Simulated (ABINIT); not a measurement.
# Quasiparticle gap of GaN (F-43m) in ABINIT, part 3 of 3

Aim: the G0W0 gap of GaN (F-43m) on PBE, step by step.

ABINIT 10.8.3; PBE and many-body steps on it, plane waves. Known limits of the many-body steps: not at the basis limit; no spin-orbit coupling.

So far. Step 4 (Empty states on the mesh, 6×6×6 mesh, 72 bands): On this mesh the gap is 1.748 eV. Step 5 (Screening, 6×6×6 mesh, 64 bands, screening to 163.3 eV): Local fields lower ε∞ by 7 %.

### 6. Self-energy, 6×6×6 mesh, 64 bands, screening to 163.3 eV

The self-energy is evaluated for the states that the input lists, and the levels follow from it, in one-shot runs by the linearised quasiparticle equation.

This step: G0W0 on PBE, plane waves, norm-conserving pseudopotentials.

Contents of run.abi:

```
acell 3*1.0 Angstrom
rprim 
  0.000000000000 2.253500607500 2.253500607500
  2.253500607500 0.000000000000 2.253500607500
  2.253500607500 2.253500607500 0.000000000000
ntypat 2
znucl 31 7
natom 2
typat 1 2
xred 
  0.000000000000 0.000000000000 0.000000000000
  0.750000000000 0.750000000000 0.750000000000
pp_dirpath "pseudos"
pseudos "Ga.upf, N.upf"
ecut 45
ngkpt 6 6 6
nshiftk 1
shiftk 0 0 0
kptopt 1
chksymbreak 0
istwfk *1
occopt 1
irdwfk 1
optdriver 4
nband 64
gwcalctyp 0
ecutsigx 45
symsigma 1
nkptgw 1
kptgw 
  0.0000000000 0.0000000000 0.0000000000
bdgw 
  11 17
ecuteps 6
irdscr 1
ppmodel 1
indata_prefix "in"
outdata_prefix "out"
tmpdata_prefix "tmp"
```

On the command line:

```sh
> OMP_NUM_THREADS=1 mpirun -n 4 abinit run.abi > log
```

Numbers of over 12 decimals in the logs are rounded to 6 here.

The program printed:

```text
.Version 10.8.3 of ABINIT. v10.8.2 released Aug 2026.

 Symmetries : space group F-4 3 m (#216); Bravais cF (face-center cubic)
[... echo of the input left out ...]
== DATASET  1 ==================================================================
-   mpi_nproc: 4, omp_nthreads: 1 (-1 if OMP is not activated)

--- !DatasetInfo
iteration_state: {dtset: 1, }
dimensions: {natom: 2, nkpt: 16, mband: 64, nsppol: 1, nspinor: 1, nspden: 1, mpw: 2252, }
cutoff_energies: {ecut:  45.0, pawecutdg:  -1.0, }
electrons: {nelect:   2.60000000E+01, charge:   0.00000000E+00, occopt:   1.00000000E+00, tsmear:   1.00000000E-02, }

 SIGMA: Calculation of the GW corrections

 Based on a program developped by R.W. Godby, V. Olevano, G. Onida, and L. Reining.
 Incorporated in ABINIT by V. Olevano, G.-M. Rignanese, and M. Torrent.
.Using double precision arithmetic ; gwpc =  8

[... cell and pseudopotentials left out ...]
--------------------------------------------------------------------------------

 ==== K-mesh for the wavefunctions ====
 Number of points in the irreducible wedge :    16
[... list of points left out ...]
 Together with 24 symmetry operations and time-reversal symmetry
 yields   216 points in the full Brillouin Zone.

 ==== Q-mesh for screening function ====
 Number of points in the irreducible wedge :    16
[... list of points left out ...]
 Together with 24 symmetry operations and time-reversal symmetry
 yields   216 points in the full Brillouin Zone.

 vcoul_init : cutoff-mode = AUXILIARY_FUNCTION
 q-points for optical limit:   1
     1)      0.000010    0.000020    0.000030
 setmesh: FFT mesh size selected  =    40x   40x   40
          total number of points  =        64000

 Number of electrons calculated from density =   26.0000; Expected =   26.0000
 average of density, n =  0.168335
 r_s =    1.1235
 omega_plasma =   39.5770 [eV]

 === KS Band Gaps ===
  >>>> For spin  1
   Minimum direct gap =   1.7479 [eV], located at k-point      :   0.0000  0.0000  0.0000
   Fundamental gap    =   1.7479 [eV], Top of valence bands at :   0.0000  0.0000  0.0000
                                       Bottom of conduction at :   0.0000  0.0000  0.0000
 SIGMA fundamental parameters:
 PLASMON POLE MODEL  1
 number of plane-waves for SigmaX                 2229
 number of plane-waves for SigmaC and W            113
 number of plane-waves for wavefunctions          2229
 number of bands                                    64
 number of independent spin polarizations            1
 number of spinorial components                      1
 number of k-points in IBZ                          16
 number of q-points in IBZ                          16
 number of symmetry operations                      24
 number of k-points in BZ                          216
 number of q-points in BZ                          216
 number of frequencies for dSigma/dE                 9
 frequency step for dSigma/dE [eV]                0.25
 number of omega for Sigma on real axis              0
 max omega for Sigma on real axis  [eV]           0.00
 zcut for avoiding poles [eV]                     0.10

 EPSILON^-1 parameters (SCR file):
 dimension of the eps^-1 matrix on file            113
 dimension of the eps^-1 matrix used               113
 number of plane-waves for wavefunctions          2229
 number of bands                                    64
 number of q-points in IBZ                          16
 number of frequencies                               2
 number of real frequencies                          1
 number of imag frequencies                          1

 matrix elements of self-energy operator (all in [eV])

 Perturbative Calculation

--- !SelfEnergy_ee
iteration_state: {dtset: 1, }
kpoint     : [   0.000,    0.000,    0.000, ]
spin       : 1
KS_gap     :    1.748
QP_gap     :    2.558
Delta_QP_KS:    0.810
data: !SigmaeeData |
     Band     E0 <VxcDFT>   SigX SigC(E0)      Z dSigC/dE  Sig(E)    E-E0       E
       11   6.863 -19.085 -22.547   3.082   0.796  -0.257 -19.387  -0.302   6.561
       12   6.863 -19.085 -22.547   3.082   0.796  -0.257 -19.387  -0.302   6.561
       13   6.863 -19.085 -22.547   3.082   0.796  -0.257 -19.387  -0.302   6.561
       14   8.611 -14.162 -10.109  -3.436   0.823  -0.215 -13.654   0.508   9.119
       15  17.222 -13.047  -7.024  -4.946   0.840  -0.190 -12.142   0.905  18.127
       16  17.222 -13.047  -7.024  -4.946   0.840  -0.190 -12.142   0.905  18.127
       17  17.222 -13.047  -7.024  -4.946   0.840  -0.190 -12.142   0.905  18.127

== END DATASET(S) ==============================================================
================================================================================

 -outvars: echo values of variables after computation  --------
           etotal      0.0000000000E+00
            nband          64
             nkpt          16
          spgroup         216
 [... the other variables as echoed above ...]

 Calculation completed.
```

Run time: 4.4 s. Hardware: 4 MPI ranks of Arm Neoverse V1, shared host; peak memory 0.58 GiB; 17 s of CPU time.

Numbers from this step:

```yaml
g0w0_gap_on_the_points_computed: 2.558 eV
starting_gap_on_the_mesh: 1.748 eV
k_of_the_valence_top: 0, 0, 0
k_of_the_conduction_bottom: 0, 0, 0
z_at_the_valence_top: 0.796
z_at_the_conduction_bottom: 0.823
least_direct_g0w0_gap_on_the_computed_points: 2.558 eV
```

The gap on the mesh goes from 1.75 eV to 2.56 eV, a correction of +0.81 eV.

Limits: finite bands, cutoff and mesh; no spin-orbit coupling. v1 is the top filled band, c1 the lowest empty one. The levels before and after the correction (eV, zero at the valence-band top of each column):

```csv
,conduction bottom,valence top
Kohn-Sham,1.75,0.00
G0W0,2.56,0.00
```

```csv
,level,energy (eV)
Kohn-Sham,Γ v3-v1,0.000
Kohn-Sham,Γ c1,1.748
Kohn-Sham,Γ c2-c4,10.359
G0W0,Γ v3-v1,0.000
G0W0,Γ c1,2.558
G0W0,Γ c2-c4,11.566
```

### 7. Where the time went

Times are wall times on 4 MPI ranks of Arm Neoverse V1, shared host, good to a factor of about two.

```csv
step,time,share,memory (GiB)
ground state,15 s,12 %,0.29
bands along the symmetry lines,12 s,9 %,0.27
empty states on the mesh,41 s,33 %,1.3
screening,53 s,42 %,0.78
self-energy,4.4 s,4 %,0.58
```

### 8. Outcome

```json
{
 "PBE gap": "1.75 eV, direct",
 "G0W0 gap on the mesh": "2.56 eV",
 "GW settings": "6×6×6 mesh, 64 bands, screening to 163.3 eV, Godby-Needs plasmon pole",
 "known limits": "not at the basis limit; no spin-orbit coupling"
}
```

**Reading.** G0W0 moves the gap on the mesh from 1.75 eV to 2.56 eV (+0.81 eV), with Z of 0.80 and 0.82 at the edges. Local fields lower the RPA ε∞ on this mesh from 6.86 to 6.41. Only 1 of the mesh's irreducible points was corrected, so a valley elsewhere could overtake. Against experiment, by G0W0@PBE: the direct gap of 2.56 eV lies −0.67 eV from the measured 3.23 eV (exciton, 300 K, on 3C-SiC/Si(001), 2022). An exciton line or allowed optical edge lies below the quasiparticle gap by the binding energy; a forbidden edge can push the onset above it. The calculation has static nuclei and no excitons; a measured gap holds zero-point and thermal motion, which mostly lowers it. Against the values above the computed gap that would widen the miss. A likelier cause is too strong a screening: the start's gap is only 1.75 eV, and one shot does not repair that. Bands and cutoff are finite, so the gap is not at the basis limit. The miss can reach some tenths of an eV and take either sign; the mesh is an error of its own. In the G0W0 run levels were corrected at 1 k point alone, so a gap called «on the mesh» is the least over those, and an edge elsewhere would be missed. The many-body steps are scalar-relativistic: spin-orbit coupling is not in them.

[Paths, hosts, dates, memory and timing lines, banners, echoed tables and standing remarks are left out of the program output.]

[Logs are printed without paths, hosts, clocks, repeated set-up lines and the standing remarks that a program may print on its own settings, such as how far it seeks lower states.]

[Runs of the session that timed out or met a known fault of the program may be left out.]

[No measured gap is set beside runs whose start may be inverted or whose files or cutoffs have a known fault.]

[Hosts, paths, dates, database ids (printed as entryN), source tags and the programs' standing remarks are cut or masked in the printed files.]

[G0W0 gaps are taken among the corrected bands and points alone; a level outside them can change the order at an edge.]

[Where Ansatz stands beside ABINIT at settings called matched, ABINIT's density can come from a denser mesh and the files from another edition; pairs whose starting gaps differed by over 0.03 eV were left out, so agreement reads better than it is.]
